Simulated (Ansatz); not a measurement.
# KMgF3 (Pm-3m): the G0W0 gap against the k mesh

Aim: the G0W0 gap of KMgF3 (Pm-3m) on a series of meshes, at fixed bands and cutoff.

Calculated with Ansatz 0.2.0; G0W0 on PBE, plane waves, PAW; PAW set soft_1.

## Step 1: Set-up

It takes space group Pm-3m (No. 221, cubic). The conventional cell has a = 3.986 Å, b = 3.986 Å, c = 3.986 Å, α = 90.00°, β = 90.00°, γ = 90.00°. Nearest to K lie 12 F at 2.82 Å. Nearest to Mg lie 6 F at 1.99 Å. F has 2 Mg at 1.99 Å and 4 K at 2.82 Å nearest. Farther neighbours and most contacts between anions are not listed.

The cell and positions come from the Crystallography Open Database and are kept as given unless a step says otherwise.

## Step 2: The 2×2×2 mesh

G0W0 replaces the xc potential by the self-energy, built once from these orbitals. Only a window of levels is corrected, while the sums run over the empty bands that the input names. This step takes PAW set soft_1 files.

The input, input.yaml:

```yaml
crystal:
  lattice:
    - [3.9859, 0.0, 0.0]
    - [0.0, 3.9859, 0.0]
    - [0.0, 0.0, 3.9859]
  atoms:
    - { symbol: K, position: [0.5, 0.5, 0.5] }
    - { symbol: Mg, position: [0.0, 0.0, 0.0] }
    - { symbol: F, position: [0.5, 0.0, 0.0] }
    - { symbol: F, position: [0.0, 0.5, 0.0] }
    - { symbol: F, position: [0.0, 0.0, 0.5] }
kpoints:
  mp_grid: { grid: [2, 2, 2] }
hamiltonian:
  xc: pbe
  pseudopotentials: { kind: paw, azcp: { folder: soft_1 } }
scf:
  occupations: { method: fixed }
gw:
  n_empty_bands: 143
  ecut_chi: 100
  qp_bands: [v2, c2]
  qp_kpoints: band_edges
  screening: { model: contour_deformation }
```

On the command line:

```console
$ ansatz run input.yaml --threads 3 --pin off --max-ram 92160MiB --backend cuda --events-out ev --progress --plain --runs-dir out --devices 1 --max-vram 13GiB
```

Numbers of over 12 decimals in the logs are rounded to 6 here.

What it wrote:

```text
GPUs: using 1 of 1 available (devices: 1).
Engine: ansatz 0.2.0, x86_64-unknown-linux-gnu
Pseudopotentials: kind: paw
Pseudopotential: K, paw, valence charge 9, recommended cutoff 420 eV (normal), soft_1/K.paw.azcp
Pseudopotential: Mg, paw, valence charge 10, recommended cutoff 420 eV (normal), soft_1/Mg.paw.azcp
Pseudopotential: F, paw, valence charge 7, recommended cutoff 420 eV (normal), soft_1/F.paw.azcp
Functional definition: PBE
  parameter kappa = 0.804
  parameter beta = 0.066725
  exchange = pbe_x(kappa = kappa, mu = beta*pi^2/3)
  correlation = pbe_c(beta = beta)
concurrent solve slots: 2 of 3 are kept, ahead of what memory takes: no pass of the eigensolver takes more rounds on 2
device memory: the entry about to start is reckoned to put 0.7 GiB on a device that reports 37.1 GiB free (of which the cap on the GPU budget leaves the run 13.0 GiB)
GPU FFT provider: cuFFT
GPU libraries: cuBLAS 13.8.2, cuFFT 12.4.0, cuSOLVER 12.3.4
Crystal: 5 atoms, lattice volume = 63.326 Å³
Basis set: ecut = 420 eV, 1237 PW (Γ)
Bands: 25, of which v1, the nominal top of the filled ones, is band 20 counted from 1 (19 counted from 0)
Symmetry: 48 space group operations
Space group: Pm-3m (ITA 221), of the structure as read, at distance tolerance 4.0e-5 Å
k-points: 4 of 8
Non-local potential: K, projectors of the file, l = 0: 3, l = 1: 2, l = 2: 2
Non-local potential: Mg, projectors of the file, l = 0: 3, l = 1: 2, l = 2: 1
Non-local potential: F, projectors of the file, l = 0: 2, l = 1: 2, l = 2: 1
PAW form: soft (Blöchl's): semilocal exchange-correlation on the pseudo side does not see the compensation charge
PAW one-centre angular grid: K, 110 points (default); XC on 64 Gauss nodes
PAW one-centre angular grid: Mg, 110 points (default); XC on 64 Gauss nodes
PAW one-centre angular grid: F, 110 points (default); XC on 64 Gauss nodes
Initial density: superposition of atomic densities (chi_scale 0.1, normalization cell, long waves kept (reshape's long-wave potential 0.00 eV rms))
Initial wavefunctions: pseudopotential atomic-orbital guess
GPU buffer pool allocated for 19683 grid points (all kernels)
GPU transforms: local potential and band sums: pruned to the plane-wave sphere, on 27×27×27
Functional: x = pbe(κ = 0.804, μ = 0.219515), c = pbe(β = 0.066725)
SCF iter   1: F=—  HF=-5897.887677 eV  |F-HF|=—  |Δ(HF+E_count)|=         —  Δρ=1.37e-1  dr2=9.64e0  ethr=3.10e-3  ⟨swp⟩=4.2  Hψ=439  notcnv=0  defer=10
preconditioner: auto → Resta (q_TF=auto, 2.527 Å⁻¹)  ε∞=3.6  [insulator: Δε(μ)=4.861 eV  Ē_g=15.991 eV  n_scr=18 (ndim 8)  ℏωp=25.6 eV  f_vac=0.000  ε∞_Penn≈3.6]
SCF iter   2: F=—  HF=-5894.990754 eV  |F-HF|=—  |Δ(HF+E_count)|=    2.90e0  Δρ=4.78e-2  dr2=1.21e0  ethr=3.10e-3  ⟨swp⟩=3.2  Hψ=237  notcnv=0  defer=10
SCF iter   3: F=—  HF=-5894.746893 eV  |F-HF|=—  |Δ(HF+E_count)|=   2.44e-1  Δρ=2.08e-2  dr2=3.27e-1  ethr=3.02e-3  ⟨swp⟩=2.2  Hψ=172  notcnv=0  defer=8
SCF iter   4: F=—  HF=-5894.682762 eV  |F-HF|=—  |Δ(HF+E_count)|=   6.41e-2  Δρ=5.02e-3  dr2=1.34e-2  ethr=8.17e-4  ⟨swp⟩=3.0  Hψ=181  notcnv=0  defer=10
SCF iter   5: F=—  HF=-5894.686379 eV  |F-HF|=—  |Δ(HF+E_count)|=   3.62e-3  Δρ=1.11e-3  dr2=4.17e-4  ethr=3.35e-5  ⟨swp⟩=2.0  Hψ=193  notcnv=0  defer=10
SCF iter   6: F=—  HF=-5894.686647 eV  |F-HF|=—  |Δ(HF+E_count)|=   2.68e-4  Δρ=2.53e-4  dr2=2.77e-5  ethr=1.04e-6  ⟨swp⟩=2.0  Hψ=186  notcnv=0  defer=10
SCF iter   7: F=—  HF=-5894.686688 eV  |F-HF|=—  |Δ(HF+E_count)|=   4.10e-5  Δρ=3.33e-5  dr2=3.76e-7  ethr=6.91e-8  ⟨swp⟩=2.0  Hψ=184  notcnv=0  defer=10
SCF iter   8: F=-5894.686689 eV  HF=-5894.686689 eV  |F-HF|=1.97e-8  |Δ(HF+E_count)|=   8.39e-7  Δρ=4.61e-6  dr2=1.29e-8  ethr=2.50e-10  ⟨swp⟩=9.0  Hψ=392  notcnv=0
SCF 1 converged in 8 iterations: F = -5894.686689 eV  dr2 = 1.29e-8
[...]
concurrent solve slots: 2 of 3 are kept, ahead of what memory takes: no pass of the eigensolver takes more rounds on 2
device memory: the entry about to start is reckoned to put 0.9 GiB on a device that reports 37.0 GiB free (of which the cap on the GPU budget leaves the run 13.0 GiB)
NSCF: frozen V_eff on 4 k-points
[...]
concurrent solve slots: 2 of 3 are kept, ahead of what memory takes: no pass of the eigensolver takes more rounds on 2
device memory: the entry about to start is reckoned to put 1.7 GiB on a device that reports 36.2 GiB free (of which the cap on the GPU budget leaves the run 13.0 GiB)
NSCF: frozen V_eff on 4 k-points
G₀W₀ screening: q 1/4
[... further progress lines ...]
SCF converged after 8 iterations
Free energy (F): -5894.686689 eV
Harris-Foulkes:  -5894.686689 eV  (|F-HF|=1.97e-8)
Internal energy: -5894.686689 eV  (E = F + TS)
E sigma→0 (E₀):  -5894.686689 eV
Fermi energy:    2.830644 eV
--- Per-component energies (eV) ---
  E_band       = -500.820491
  E_kinetic    = 925.386123
  E_local      = -3841.747072  (includes V_loc(G=0)·N_el)
  E_nonlocal   = 468.966865
  E_hartree    = 1369.646567
  E_xc         = -396.739163
  E_vxc        = -500.794946  (∫ρ·V_xc dr)
  E_paw        = -1698.564326  (= ΣΔE_a)
  E_vpaw       = -291.928337  (= ΣTr[D̂ρ^β])
  E_aug_tail   = 0.001872  (compensation charges beyond the density's cutoff)
  E_ewald      = -2721.637555
  E_smearing   = -0.000000  (= −TS)
  E_closure    = -0.000000  (closes the sum)
  Σ components = -5894.686689   (vs F -5894.686689, Δ=0.00e0)
--- Band table (eV) ---
  k-point 0: bands = [... 16 lower, 2.2058, 2.5100, 2.5100, 2.5100, 10.1594, 12.9142, 12.9142, 15.0377, ... 1 higher]
  k-point 1: bands = [... 16 lower, 1.9710, 1.9710, 2.3027, 2.3027, 12.9579, 13.3018, 13.9416, 15.6014, ... 1 higher]
  k-point 2: bands = [... 16 lower, 1.7927, 1.9385, 1.9385, 2.8100, 13.7546, 14.5179, 15.4772, 15.4772, ... 1 higher]
  k-point 3: bands = [... 16 lower, 1.7246, 2.8306, 2.8306, 2.8306, 13.2857, 13.2857, 13.2857, 16.7854, ... 1 higher]
--- G₀W₀: contour deformation, 5 samples at zero and on the imaginary axis and 1 off it, 8 q-points, 143 empty bands' worth ---
  eigenvalues of the whole cell's RPA ε∞ on this k-mesh (on a slab, of 1 + 4πα/V) = 2.0541, 2.0541, 2.0541; static W/v taken at q = 0 is 0.486835
  bands read: the sum over 163 bands ends inside a degenerate multiplet in 2 slots, whose members it reads at an even weight; the widest, k=0: bands 163 to 165 (counted from 1) at 1/3 each
  gw.qp_kpoints: band_edges: 4 of 4 stored k-points solved, in 1 pass; an edge of the gap read off the rows below is read off those points alone
    ik  band        ε_KS         Σx   Σc(E_QP)       V_xc       Z   E_QP_lin       E_QP  E_QP is
     0    19      2.5100   -31.9068     5.4643   -24.0056  0.8124     0.0195     0.0730  root
     0    20      2.5100   -31.9068     5.4643   -24.0056  0.8124     0.0195     0.0730  root
     0    21     10.1594    -7.0597    -3.4198   -11.8799  0.8858    11.5693    11.5598  root
     0    22     12.9142    -4.9753    -3.5238   -10.4619  0.8858    14.8981    14.8769  root
     1    19      2.3027   -31.4995     5.4917   -23.5191  0.8113    -0.2433    -0.1859  root
     1    20      2.3027   -31.4995     5.4917   -23.5191  0.8113    -0.2433    -0.1859  root
     1    21     12.9579    -7.9770    -3.3067   -13.0926  0.8754    14.7849    14.7668  root
     1    22     13.3018    -8.6149    -3.5276   -13.9677  0.8755    15.1457    15.1270  root
     2    19      1.9385   -30.6492     5.4326   -22.6372  0.8109    -0.7054    -0.6409  root
     2    20      2.8100   -32.0605     5.5523   -24.0925  0.8109     0.3415     0.3943  root
     2    21     13.7546    -8.4005    -3.5723   -14.3728  0.8731    16.1889    16.1546  root
     2    22     14.5179    -8.1551    -3.4946   -14.0457  0.8699    16.9507    16.9139  root
     3    19      2.8306   -32.1371     5.5655   -24.1558  0.8108     0.3620     0.4148  root
     3    20      2.8306   -32.1371     5.5655   -24.1558  0.8108     0.3620     0.4148  root
     3    21     13.2857    -6.1628    -3.6395   -11.9028  0.8827    15.4107    15.3862  root
     3    22     13.2857    -6.1628    -3.6395   -11.9028  0.8827    15.4107    15.3862  root
```

It took 7 s on 1 × NVIDIA H100 80GB HBM3 (shared by 6 runs) with 3 threads of AMD EPYC 7R13 (Zen 3), shared host; peak memory 1 GiB; 6.2 s of CPU time.

Reading the cycles: dr2 is the Hartree energy of the density residual (eV), the measure of convergence; HF is the Harris–Foulkes estimate of the energy, which meets the free energy F at convergence.

This step gave:

* bands summed: 163
* RPA ε∞ on this mesh (eigenvalues): 2.054, 2.054, 2.054
* plane waves in the screening matrix: 147
* q-points in the mesh: 8
* G0W0 gap on the mesh: 11.15 eV
* k of the valence top: -0.5, -0.5, -0.5
* k of the conduction bottom: 0, 0, 0
* starting gap on the mesh: 7.329 eV
* Z at the valence top: 0.8108
* Z at the conduction bottom: 0.8858
* least direct G0W0 gap on the computed points: 11.49 eV

The gap on the mesh goes from 7.33 eV to 11.15 eV, a correction of +3.82 eV. Between the two edge states, bare exchange in place of the xc potential would open the gap by 12.80 eV, and correlation takes back 8.99 eV.

## Step 3: The 4×4×4 mesh

A second mesh at equal bands and cutoff isolates the sampling error.

Edit input.yaml of step 2 so:

```diff
@@ -12,3 +12,3 @@
 kpoints:
-  mp_grid: { grid: [2, 2, 2] }
+  mp_grid: { grid: [4, 4, 4] }
 hamiltonian:
```

What it wrote:

```text
GPUs: using 1 of 1 available (devices: 1).
[...]
GPU FFT provider: cuFFT
GPU libraries: cuBLAS 13.8.2, cuFFT 12.4.0, cuSOLVER 12.3.4
Crystal: 5 atoms, lattice volume = 63.326 Å³
Basis set: ecut = 420 eV, 1237 PW (Γ)
Bands: 25, of which v1, the nominal top of the filled ones, is band 20 counted from 1 (19 counted from 0)
Symmetry: 48 space group operations
[...]
k-points: 10 of 64
[...]
GPU buffer pool allocated for 19683 grid points (all kernels)
[...]
SCF iter   1: F=—  HF=-5897.934082 eV  |F-HF|=—  |Δ(HF+E_count)|=         —  Δρ=1.38e-1  dr2=9.73e0  ethr=3.10e-3  ⟨swp⟩=4.0  Hψ=1100  notcnv=0  defer=14
[...]
SCF iter   8: F=-5894.704414 eV  HF=-5894.704414 eV  |F-HF|=2.02e-8  |Δ(HF+E_count)|=   8.34e-7  Δρ=4.99e-6  dr2=1.54e-8  ethr=2.50e-10  ⟨swp⟩=9.2  Hψ=1117  notcnv=0
SCF 1 converged in 8 iterations: F = -5894.704414 eV  dr2 = 1.54e-8
[...]
0    19      2.5020   -31.8158     5.3776   -24.0067  0.8150     0.0201     0.0705  root
     0    20      2.5020   -31.8158     5.3776   -24.0067  0.8150     0.0201     0.0705  root
     0    21     10.1564    -7.2035    -3.2905   -11.8817  0.8916    11.5519    11.5442  root
     0    22     12.9138    -5.0359    -3.4188   -10.4619  0.8912    14.9400    14.9209  root
     1    19      2.3972   -31.6275     5.3911   -23.7754  0.8145    -0.1163    -0.0638  root
     1    20      2.3972   -31.6275     5.3911   -23.7754  0.8145    -0.1163    -0.0638  root
     1    21     11.1709    -8.1451    -3.2225   -12.9044  0.8861    12.7177    12.7077  root
     1    22     13.4064    -5.8786    -3.4062   -11.4573  0.8867    15.6024    15.5790  root
[...]
9    19      2.8226   -32.0704     5.4937   -24.1569  0.8133     0.3523     0.4027  root
     9    20      2.8226   -32.0704     5.4937   -24.1569  0.8133     0.3523     0.4027  root
     9    21     13.2845    -6.2326    -3.5404   -11.9028  0.8876    15.4364    15.4144  root
     9    22     13.2845    -6.2326    -3.5404   -11.9028  0.8876    15.4364    15.4144  root
[key lines of the parts left out:]
SCF converged after 8 iterations
Free energy (F): -5894.704414 eV
Fermi energy:    2.822569 eV
```

Run time: 11 s. Hardware: 1 × NVIDIA H100 80GB HBM3 (shared by 6 runs) with 3 threads; peak memory 1 GiB.

This step gave:

| Quantity | Value |
| --- | --- |
| bands summed | 163 |
| RPA ε∞ on this mesh (eigenvalues) | 2.016, 2.016, 2.016 |
| plane waves in the screening matrix | 147 |
| q-points in the mesh | 64 |
| G0W0 gap on the mesh | 11.14 eV |
| k of the valence top | -0.5, -0.5, -0.5 |
| k of the conduction bottom | 0, 0, 0 |
| starting gap on the mesh | 7.334 eV |
| Z at the valence top | 0.8133 |
| Z at the conduction bottom | 0.8916 |
| least direct G0W0 gap on the computed points | 11.47 eV |

Against the run with 2×2×2 mesh, 143 empty bands, screening to 100 eV, PAW set soft_1 files, the gap moves by −0.004 eV.

## Step 4: The 6×6×6 mesh

Edit input.yaml of step 3 so:

```diff
@@ -12,3 +12,3 @@
 kpoints:
-  mp_grid: { grid: [4, 4, 4] }
+  mp_grid: { grid: [6, 6, 6] }
 hamiltonian:
```

What it wrote:

```text
GPUs: using 1 of 1 available (devices: 1).
[...]
GPU FFT provider: cuFFT
GPU libraries: cuBLAS 13.8.2, cuFFT 12.4.0, cuSOLVER 12.3.4
Crystal: 5 atoms, lattice volume = 63.326 Å³
Basis set: ecut = 420 eV, 1237 PW (Γ)
Bands: 25, of which v1, the nominal top of the filled ones, is band 20 counted from 1 (19 counted from 0)
Symmetry: 48 space group operations
[...]
k-points: 20 of 216
[...]
1    22     13.1557    -5.4577    -3.4027   -10.9486  0.8893    15.2648    15.2439  root
[...]
19    19      2.8226   -32.0631     5.4888   -24.1568  0.8134     0.3550     0.4052  root
    19    20      2.8226   -32.0631     5.4888   -24.1568  0.8134     0.3550     0.4052  root
    19    21     13.2845    -6.2402    -3.5304   -11.9028  0.8879    15.4386    15.4167  root
    19    22     13.2845    -6.2402    -3.5304   -11.9028  0.8879    15.4386    15.4167  root
[key lines of the parts left out:]
SCF converged after 8 iterations
Free energy (F): -5894.704552 eV
Fermi energy:    2.822565 eV
```

Wall time 35 s (1 × NVIDIA H100 80GB HBM3 (shared by 6 runs) with 3 threads); peak memory 1.2 GiB.

Numbers from this step:

- bands summed: 163
- RPA ε∞ on this mesh (eigenvalues): 2.015, 2.015, 2.015
- plane waves in the screening matrix: 147
- G0W0 gap on the mesh: 11.14 eV
- k of the valence top: -0.5, -0.5, -0.5
- k of the conduction bottom: 0, 0, 0
- starting gap on the mesh: 7.334 eV
- least direct G0W0 gap on the computed points: 11.47 eV

Against the run with 4×4×4 mesh, 143 empty bands, screening to 100 eV, PAW set soft_1 files, the gap moves by −0.005 eV.

## Step 5: The meshes together

Times are wall times on 1 × NVIDIA H100 80GB HBM3 (shared by 6 runs) with 3 threads of AMD EPYC 7R13 (Zen 3), shared host, good to a factor of about two.

```
 mesh  points  irreducible  start (eV)  G0W0 (eV)  shift (eV)  RPA ε∞ (mean)  time
2×2×2       8            4       7.329     11.145      +3.816           2.05   7 s
4×4×4      64           10       7.334     11.142      +3.808           2.02  11 s
6×6×6     216           20       7.334     11.136      +3.802           2.02  35 s
```

## Step 6: Summary of results

- 2×2×2: 11.145 eV (shift +3.816)
- 4×4×4: 11.142 eV (shift +3.808)
- 6×6×6: 11.136 eV (shift +3.802)
- settings: PBE start, 143 empty bands, 100 eV

The shift is +3.82 eV on 2×2×2 and +3.80 eV on 6×6×6; the last step moves it by −0.005 eV. The RPA ε∞ (mean) ranges from 2.02 to 2.05 and ends at 2.02. From 8 to 216 points the time grows 4.9-fold. Bands and cutoff are modest here, so the values stand off the basis limit. This is the ideal cubic cell; many perovskites, halides above all, are cubic only on average, and local tilts or off-centring can widen the gap.

[Paths, hosts, dates, memory and timing lines, banners, echoed tables and standing remarks are left out of the program output.]

[Logs are printed without paths, hosts, clocks, repeated set-up lines and the standing remarks that a program may print on its own settings, such as how far it seeks lower states.]

[Runs of the session that timed out or met a known fault of the program may be left out.]

[Cells called generated may have been cut or substituted from an entry of the Crystallography Open Database or the Materials Project.]

[Hosts, paths, dates, database ids (printed as entryN), source tags and the programs' standing remarks are cut or masked in the printed files.]
